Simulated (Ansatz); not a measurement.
**Si on Al(111): change of the work function**

Aim: the work function of Al(111) at several coverages of Si (fcc site), and the dipole that each adsorbate carries.

Main program and level: Ansatz 0.2.0; plane-wave DFT, PBEsol, Ansatz PAW, in the first sound run; inputs show where later runs differ.

### 1. The structure

The cell holds 4 atoms: 4 Al. Its edges and angles: a = 2.864 Å, b = 2.864 Å, c = 25.015 Å, α = 90.0°, β = 90.0°, γ = 60.0°. Vacuum lies along c.

### 2. The clean slab

The bare slab comes first, as the zero from which every change is counted. The two lowest layers are held at bulk places and the upper ones relax. The dipole correction removes the false field that a one-sided slab makes across the periodic vacuum, so each face gets a flat vacuum level of its own.

The input, input.yaml:

```yaml
crystal:
  lattice:
    - [2.8637824638, 0.0, 0.0]
    - [1.4318912319, 2.4801083646, 0.0]
    - [0.0, 0.0, 25.0148057707]
  atoms:
    - { symbol: Al, position: [0.0, 0.0, 0.3597869231] }
    - { symbol: Al, position: [0.3333333333, 0.3333333333, 0.4532623077] }
    - { symbol: Al, position: [0.6666666667, 0.6666666667, 0.5467376923] }
    - { symbol: Al, position: [0.0, 0.0, 0.6402130769] }
kpoints:
  mp_grid: { grid: [12, 12, 1] }
hamiltonian:
  xc: pbesol
scf:
  occupations: { method: fermi_dirac, width: 0.1 }
  convergence: { dr2_threshold: 1.0e-08 }
efield:
  axis: 3
  dipole_correction: true
  ramp_position: 0.97
  ramp_width: 0.06
relax:
  f_tol: 0.02
  max_steps: 60
  constraints: [{ sites: [0, 1] }]
output:
  write_potential: true
  write_density: true
  volumetric_format: npy
```

On the command line:

```console
$ ansatz run input.yaml --threads 4 --pin off --max-ram 6144MiB --backend cpu --events-out ev --progress --plain --runs-dir out
```

Numbers of over 12 decimals in the logs are rounded to 6 here.

The log of the run:

```text
Engine: ansatz 0.2.0, aarch64-unknown-linux-gnu
Pseudopotentials: kind: paw
Pseudopotential: Al, paw, valence charge 3, recommended cutoff 420 eV (normal), Al.paw.azcp
Functional definition: PBEsol
  exchange = pbesol_x
  correlation = pbesol_c
Crystal: 4 atoms, lattice volume = 177.667 Å³
Basis set: ecut = 420 eV, 3467 PW (Γ), exchange–correlation on 40×40×360 points (8 copies of the dense FFT grid, shifted against one another)
Bands: 10, of which v1, the nominal top of the filled ones, is band 6 counted from 1 (5 counted from 0)
Symmetry: 6 space group operations
k-points: 19 of 144 (time reversal used)
Non-local potential: Al, projectors of the file, l = 0: 2, l = 1: 2, l = 2: 1
PAW form: soft (Blöchl's): semilocal exchange-correlation on the pseudo side does not see the compensation charge
PAW frozen core: Al, regenerated for the run's functional, and the local potential with it (the file was generated under x = pbe(κ = 0.804, μ = 0.219515), c = pbe(β = 0.066725))
PAW one-centre angular grid: Al, 110 points (default); XC on 64 Gauss nodes
Initial density: superposition of atomic densities (neutral atoms: chi_scale 0, normalization atom), corrected by the library's trained network
Initial wavefunctions: pseudopotential atomic-orbital guess
Functional: x = pbesol(κ = 0.804, μ = 0.123457), c = pbesol(β = 0.046)
SCF iter   1: F=—  HF=-2097.326164 eV  |F-HF|=—  |Δ(HF+E_count)|=         —  Δρ=1.50e-3  dr2=5.47e-2  ethr=1.77e-3  p=-0.000 e·Å  D=-1.79e-14 V/Å  ΔV_dip=0.00 eV  dr2_dipole=1.58e-6  V_vac-E_F(+/−)=4.01/4.01 eV  ⟨swp⟩=8.5  Hψ=1740  notcnv=0
efield: sawtooth ramp at fractional position 0.9700 (set: `efield.ramp_position`, or a place that a band, a saddle search or an elastic batch's reference lends), width 0.0600; the density the first Hamiltonian is built on has a dipole p = -0.000 e·Å; the dipole correction subtracts the counter field D = -1.79e-14 V/Å, which shifts the + side's vacuum level by +0.00 eV against the − side's; the planar-averaged density in the ramp window peaks in size at 6.8e-6 e/Å³
preconditioner: auto → LDOS  [metal: Δε(μ)=0.042 eV  Ē_g=6.482 eV  σ=0.100 eV  W_gap=0.10  n_scr=12 (ndim 8)  ℏωp=9.7 eV  f_vac=0.517  D(μ)=1.95/eV (n_scr^D=10)  β→1.0]
SCF iter   2: F=—  HF=-2097.323435 eV  |F-HF|=—  |Δ(HF+E_count)|=   2.73e-3  Δρ=4.24e-4  dr2=4.57e-4  ethr=4.56e-4  p=-0.000 e·Å  D=-2.51e-5 V/Å  ΔV_dip=0.00 eV  dr2_dipole=1.20e-6  V_vac-E_F(+/−)=4.10/4.10 eV  ⟨swp⟩=1.4  Hψ=364  notcnv=0
SCF iter   3: F=—  HF=-2097.323520 eV  |F-HF|=—  |Δ(HF+E_count)|=   8.42e-5  Δρ=1.24e-4  dr2=1.31e-4  ethr=3.81e-6  p=-0.000 e·Å  D=-1.09e-5 V/Å  ΔV_dip=0.00 eV  dr2_dipole=3.89e-9  V_vac-E_F(+/−)=4.11/4.11 eV  ⟨swp⟩=2.6  Hψ=376  notcnv=0
SCF iter   4: F=—  HF=-2097.323515 eV  |F-HF|=—  |Δ(HF+E_count)|=   4.31e-6  Δρ=2.44e-5  dr2=3.19e-6  ethr=1.09e-6  p=-0.000 e·Å  D=-4.56e-6 V/Å  ΔV_dip=0.00 eV  dr2_dipole=2.12e-9  V_vac-E_F(+/−)=4.11/4.11 eV  ⟨swp⟩=2.4  Hψ=288  notcnv=0
SCF iter   5: F=—  HF=-2097.323472 eV  |F-HF|=—  |Δ(HF+E_count)|=   4.32e-5  Δρ=5.99e-6  dr2=1.11e-7  ethr=2.66e-8  p=-0.000 e·Å  D=-2.40e-6 V/Å  ΔV_dip=0.00 eV  dr2_dipole=1.67e-10  V_vac-E_F(+/−)=4.11/4.11 eV  ⟨swp⟩=2.5  Hψ=323  notcnv=0
SCF iter   6: F=-2097.323472 eV  HF=-2097.323472 eV  |F-HF|=2.44e-8  |Δ(HF+E_count)|=   2.80e-7  Δρ=1.18e-6  dr2=5.52e-9  ethr=8.33e-11  p=-0.000 e·Å  D=-9.80e-7 V/Å  ΔV_dip=0.00 eV  dr2_dipole=9.98e-12  V_vac-E_F(+/−)=4.11/4.11 eV  ⟨swp⟩=10.2  Hψ=1363  notcnv=0
SCF 1 converged in 6 iterations: F = -2097.323472 eV  dr2 = 5.52e-9
  greatest PAW one-centre occupation: 0.465 electrons in one spin orbital (limit 2), on the Al atom at site 0 (counted from 0), in its partial waves of l = 0
relax step   1: F+E_penalty+E_count = -2097.32347231 eV  Δ(F+E_penalty+E_count) = +0.000e0 eV  max|allowed force component| = 1.283e-1 eV/Å  Δτ_max = 0.0000 Å  (6 SCF iters, accepted)
Initial density: handed on by an earlier stage of this run
Initial wavefunctions: those handed on with the density
iter 1 solved again at ethr=8.35e-4 eV; its pass at ethr=3.10e-3 eV (dr2=1.00e-1 eV) is discarded
SCF iter   1: F=—  HF=-2097.341461 eV  |F-HF|=—  |Δ(HF+E_count)|=         —  Δρ=2.29e-3  dr2=9.76e-2  ethr=8.35e-4  p=-0.000 e·Å  D=-9.84e-7 V/Å  ΔV_dip=0.00 eV  dr2_dipole=7.62e-3  V_vac-E_F(+/−)=4.12/4.12 eV  ⟨swp⟩=1.2  Hψ=1330  notcnv=0
efield: sawtooth ramp at fractional position 0.9700 (set: `efield.ramp_position`, or a place that a band, a saddle search or an elastic batch's reference lends), width 0.0600; the density the first Hamiltonian is built on has a dipole p = -0.000 e·Å; the dipole correction subtracts the counter field D = -9.84e-7 V/Å, which shifts the + side's vacuum level by +0.00 eV against the − side's; the planar-averaged density in the ramp window peaks in size at 1.4e-7 e/Å³
preconditioner: auto → LDOS  [metal: Δε(μ)=0.026 eV  Ē_g=6.535 eV  σ=0.100 eV  W_gap=0.07  n_scr=12 (ndim 8)  ℏωp=9.7 eV  f_vac=0.522  D(μ)=1.89/eV (n_scr^D=10)  β→1.0]
SCF iter   2: F=—  HF=-2097.332386 eV  |F-HF|=—  |Δ(HF+E_count)|=   9.07e-3  Δρ=6.37e-4  dr2=2.98e-3  ethr=8.14e-4  p=0.000 e·Å  D=1.43e-4 V/Å  ΔV_dip=-0.00 eV  dr2_dipole=6.78e-4  V_vac-E_F(+/−)=4.07/4.08 eV  ⟨swp⟩=2.1  Hψ=247  notcnv=0
SCF iter   3: F=—  HF=-2097.332201 eV  |F-HF|=—  |Δ(HF+E_count)|=   1.85e-4  Δρ=2.24e-4  dr2=4.46e-4  ethr=2.48e-5  p=-0.000 e·Å  D=-2.13e-4 V/Å  ΔV_dip=0.01 eV  dr2_dipole=7.87e-6  V_vac-E_F(+/−)=4.06/4.06 eV  ⟨swp⟩=2.4  Hψ=334  notcnv=0
SCF iter   4: F=—  HF=-2097.332175 eV  |F-HF|=—  |Δ(HF+E_count)|=   2.65e-5  Δρ=3.68e-5  dr2=8.22e-6  ethr=3.72e-6  p=-0.000 e·Å  D=-1.42e-4 V/Å  ΔV_dip=0.00 eV  dr2_dipole=2.10e-8  V_vac-E_F(+/−)=4.06/4.06 eV  ⟨swp⟩=2.1  Hψ=267  notcnv=0
SCF iter   5: F=—  HF=-2097.332141 eV  |F-HF|=—  |Δ(HF+E_count)|=   3.37e-5  Δρ=1.18e-5  dr2=3.69e-7  ethr=6.85e-8  p=-0.000 e·Å  D=-2.24e-4 V/Å  ΔV_dip=0.01 eV  dr2_dipole=5.25e-8  V_vac-E_F(+/−)=4.06/4.05 eV  ⟨swp⟩=2.4  Hψ=328  notcnv=0
SCF iter   6: F=—  HF=-2097.332141 eV  |F-HF|=—  |Δ(HF+E_count)|=   3.66e-7  Δρ=2.86e-6  dr2=8.17e-8  ethr=3.07e-9  p=-0.000 e·Å  D=-2.73e-4 V/Å  ΔV_dip=0.01 eV  dr2_dipole=1.18e-8  V_vac-E_F(+/−)=4.06/4.05 eV  ⟨swp⟩=2.3  Hψ=303  notcnv=0
SCF iter   7: F=-2097.332141 eV  HF=-2097.332141 eV  |F-HF|=2.05e-9  |Δ(HF+E_count)|=   2.33e-8  Δρ=7.66e-7  dr2=6.10e-9  ethr=8.33e-11  p=-0.000 e·Å  D=-2.88e-4 V/Å  ΔV_dip=0.01 eV  dr2_dipole=6.06e-11  V_vac-E_F(+/−)=4.06/4.05 eV  ⟨swp⟩=7.9  Hψ=1375  notcnv=0
SCF 2 converged in 7 iterations: F = -2097.332141 eV  dr2 = 6.10e-9
relax step   2: F+E_penalty+E_count = -2097.33214149 eV  Δ(F+E_penalty+E_count) = -8.669e-3 eV  max|allowed force component| = 5.655e-2 eV/Å  Δτ_max = 0.1183 Å  (7 SCF iters, accepted)
SCF iter   1: F=—  HF=-2097.332602 eV  |F-HF|=—  |Δ(HF+E_count)|=         —  Δρ=2.72e-4  dr2=1.74e-3  ethr=6.42e-5  p=-0.000 e·Å  D=-2.88e-4 V/Å  ΔV_dip=0.01 eV  dr2_dipole=2.88e-4  V_vac-E_F(+/−)=4.06/4.05 eV  ⟨swp⟩=2.1  Hψ=673  notcnv=0
efield: sawtooth ramp at fractional position 0.9700 (set: `efield.ramp_position`, or a place that a band, a saddle search or an elastic batch's reference lends), width 0.0600; the density the first Hamiltonian is built on has a dipole p = -0.000 e·Å; the dipole correction subtracts the counter field D = -2.88e-4 V/Å, which shifts the + side's vacuum level by +0.01 eV against the − side's; the planar-averaged density in the ramp window peaks in size at 1.3e-7 e/Å³
preconditioner: auto → LDOS  [metal: Δε(μ)=0.042 eV  Ē_g=6.518 eV  σ=0.100 eV  W_gap=0.10  n_scr=12 (ndim 8)  ℏωp=9.7 eV  f_vac=0.522  D(μ)=1.90/eV (n_scr^D=10)  β→1.0]
SCF iter   2: F=—  HF=-2097.332457 eV  |F-HF|=—  |Δ(HF+E_count)|=   1.45e-4  Δρ=1.36e-4  dr2=9.49e-5  ethr=1.45e-5  p=-0.000 e·Å  D=-2.88e-4 V/Å  ΔV_dip=0.01 eV  dr2_dipole=3.87e-6  V_vac-E_F(+/−)=4.06/4.05 eV  ⟨swp⟩=1.4  Hψ=350  notcnv=0
SCF iter   3: F=—  HF=-2097.332415 eV  |F-HF|=—  |Δ(HF+E_count)|=   4.27e-5  Δρ=4.05e-5  dr2=1.87e-5  ethr=7.91e-7  p=-0.000 e·Å  D=-3.75e-4 V/Å  ΔV_dip=0.01 eV  dr2_dipole=1.77e-6  V_vac-E_F(+/−)=4.06/4.06 eV  ⟨swp⟩=3.1  Hψ=406  notcnv=0
SCF iter   4: F=—  HF=-2097.332414 eV  |F-HF|=—  |Δ(HF+E_count)|=   1.01e-6  Δρ=1.40e-5  dr2=2.63e-6  ethr=1.56e-7  p=-0.000 e·Å  D=-3.82e-4 V/Å  ΔV_dip=0.01 eV  dr2_dipole=2.09e-7  V_vac-E_F(+/−)=4.06/4.06 eV  ⟨swp⟩=1.5  Hψ=225  notcnv=0
SCF iter   5: F=—  HF=-2097.332415 eV  |F-HF|=—  |Δ(HF+E_count)|=   9.79e-7  Δρ=1.72e-6  dr2=3.92e-8  ethr=2.19e-8  p=-0.000 e·Å  D=-3.82e-4 V/Å  ΔV_dip=0.01 eV  dr2_dipole=4.46e-9  V_vac-E_F(+/−)=4.06/4.06 eV  ⟨swp⟩=2.1  Hψ=272  notcnv=0
SCF iter   6: F=-2097.332415 eV  HF=-2097.332415 eV  |F-HF|=3.67e-10  |Δ(HF+E_count)|=   3.86e-8  Δρ=4.02e-7  dr2=2.08e-9  ethr=8.33e-11  p=-0.000 e·Å  D=-3.85e-4 V/Å  ΔV_dip=0.01 eV  dr2_dipole=2.11e-10  V_vac-E_F(+/−)=4.07/4.06 eV  ⟨swp⟩=9.8  Hψ=1341  notcnv=0
SCF 3 converged in 6 iterations: F = -2097.332415 eV  dr2 = 2.08e-9
relax step   3: F+E_penalty+E_count = -2097.33241466 eV  Δ(F+E_penalty+E_count) = -2.732e-4 eV  max|allowed force component| = 9.653e-3 eV/Å  Δτ_max = 0.0126 Å  (6 SCF iters, accepted)
NSCF: frozen V_eff on 19 k-points
the band table was solved once a step of the walk had ended and its energy, with any forces and stress, was formed, with the checks that follow a solve (2119 applications of the Hamiltonian). They found nothing against the state; the energy, forces and stress were not computed again (output.eigenvalues in the input reference)
WARN: The output density's exchange-correlation potential varies sharply where the density is thin. Do not read a vacuum level from v_tot or v_xc, or from such a field of the output density. On a cell that repeats whose density bears no net charge and no dipole along the vacuum's axis use v_es (v_loc + v_h of the components); under efield.dipole_correction with no amplitude use v_es + v_field, which holds any externa [...]
SCF converged after 6 iterations
Free energy (F): -2097.332415 eV
Harris-Foulkes:  -2097.332415 eV  (|F-HF|=3.67e-10)
Internal energy: -2097.270548 eV  (E = F + TS)
E sigma→0 (E₀):  -2097.301481 eV
Entropy (-TS):   -0.061867 eV (-15.467 meV/atom)
Fermi energy:    0.431214 eV
Dipole field:    D = -0.000406 V/Å  (p = -0.000398 e·Å, saw-weighted, corrected)
Work function:   Φ+ = 4.0654 eV   Φ− = 4.0553 eV
Levels:          The Fermi level and band energies are counted from a zero that moves with the ramp; work functions are not
--- Per-component energies (eV) ---
  E_band       = -45.217240
  E_kinetic    = 88.130088
  E_local      = -3043.551098  (includes V_loc(G=0)·N_el)
  E_nonlocal   = 41.911261
  E_hartree    = 1498.256899
  E_xc         = -155.492321
  E_vxc        = -113.840394  (∫ρ·V_xc dr)
  E_paw        = -1818.733749  (= ΣΔE_a)
  E_vpaw       = -14.381757  (= ΣTr[D̂ρ^β])
  E_aug_tail   = -0.000010  (compensation charges beyond the density's cutoff)
  E_efield     = 0.000000  (sawtooth field / dipole correction)
  E_vefield    = -0.000235  (∫n·V_field dr)
  E_ewald      = 1292.131826
  E_core_change = 0.076556  (= ΣΔE_core)
  E_smearing   = -0.061867  (= −TS)
  E_closure    = -0.000000  (closes the sum)
  Σ components = -2097.332415   (vs F -2097.332415, Δ=0.00e0)
--- Forces (eV/Å), atoms counted from 1 ---
  atom   1  Al     0.00000000     0.00000000     0.08811989
  atom   2  Al    -0.00000000     0.00000000    -0.08628839
  atom   3  Al     0.00000000    -0.00000000    -0.00965330
  atom   4  Al    -0.00000000    -0.00000000     0.00782216
  max |Σ_I F_I| component: 3.62e-7 eV/Å
--- Band table (eV; the first three rows and the last of 19) ---
  k-point 0: bands = ["-10.4250", "-9.2998", "-7.6763", "-5.3520", "-2.9184", "0.0424", "2.6057", "4.0731", "4.4524", "5.4883"]
  k-point 1: bands = ["-10.2585", "-9.1342", "-7.5120", "-5.1880", "-2.7623", "0.1979", "2.7603", "4.2360", "4.6189", "5.6492"]
  k-point 2: bands = ["-9.7602", "-8.6386", "-7.0204", "-4.6980", "-2.2944", "0.6571", "3.2005", "4.6916", "5.0954", "5.5631"]
  k-point 18: bands = ["-2.7146", "-2.6387", "-2.6350", "-1.6945", "-1.6651", "-1.5481", "-0.2294", "-0.2270", "0.7735", "2.3461"]
--- Relaxed structure (3 steps of the walk, 3 accepted, 0 SCFs on fresh bases) ---
  F+E_penalty+E_count = -2097.33241466 eV   max|allowed force component| = 9.653e-3 eV/Å
  atoms:
    - { symbol: Al, position: [0.0, 0.0, 0.3597869231] }
    - { symbol: Al, position: [0.333333, 0.333333, 0.453262] }
    - { symbol: Al, position: [0.666667, 0.666667, 0.543590] }
    - { symbol: Al, position: [0, 0, 0.635649] }
```

Elapsed: 2.9 s, on 4 threads of Arm Neoverse V2, shared host; peak memory 0.45 GiB.

The steps of the relaxation:

```tsv
step	energy less that of the first step (eV)	largest force component (eV/Å)
1	0.0000	0.1283
2	-0.0087	0.0566
3	-0.0089	0.0097
```

The run keeps the 6 symmetry operations that it works with, so distortions that break them were not tested.

The atoms that moved most (Å):

```tsv
atom	dx	dy	dz	length
Al4	0.000	0.000	-0.114	0.114
Al3	0.000	0.000	-0.079	0.079
```

Final coordinates:

```xyz
4
Lattice="2.8638 0.0000 0.0000 1.4319 2.4801 0.0000 0.0000 0.0000 25.0148" Properties=species:S:1:pos:R:3
Al    0.0000    0.0000    9.0000
Al    1.4319    0.8267   11.3383
Al    2.8638    1.6534   13.5978
Al    0.0000    0.0000   15.9006
```

This step gave:

```
energy at zero smearing   : -2097.3015 eV
work function, upper face : 4.065 eV
dipole along the normal   : -3.98e-4 e·Å
```

Running mean over 2.338 Å of the planar mean; the ramp of the sawtooth is left out. Table of electron's electrostatic potential energy less the Fermi level by z:

```tsv
z (Å)	electron's electrostatic potential energy less the Fermi level (eV)
3.5	4.06
4.0	4.05
4.5	4.05
5.0	4.05
5.5	4.03
6.0	3.96
6.5	3.73
7.0	2.95
7.5	1.02
8.0	-1.36
8.5	-3.48
9.0	-4.41
9.5	-4.55
10.0	-4.57
10.5	-4.59
11.0	-4.60
11.5	-4.68
12.0	-4.87
12.5	-4.91
13.0	-4.85
13.5	-4.67
14.0	-4.69
14.5	-4.73
15.0	-4.71
15.5	-4.63
16.0	-4.34
16.5	-3.13
17.0	-0.887
17.5	1.48
18.0	3.19
18.5	3.81
19.0	3.99
19.5	4.04
20.0	4.06
20.5	4.06
21.0	4.06
21.5	4.06
```

The relaxation took 3 steps and lowered the energy by 0.0089 eV; the largest force on the free atoms ends at 0.0097 eV/Å.

The work function of the upper face is 4.07 eV.

(Part 1 of 5 ends here.)

[Logs are printed without paths, hosts, clocks, repeated set-up lines and the standing remarks that a program may print on its own settings, such as how far it seeks lower states.]

[Hosts, paths, dates, database ids (printed as entryN), source tags and the programs' standing remarks are cut or masked in the printed files.]

[Maps of the electrostatic potential energy from Ansatz leave out the sawtooth potential of an applied field or a dipole correction, so their vacuum need not be flat; planar profiles and work functions include it.]
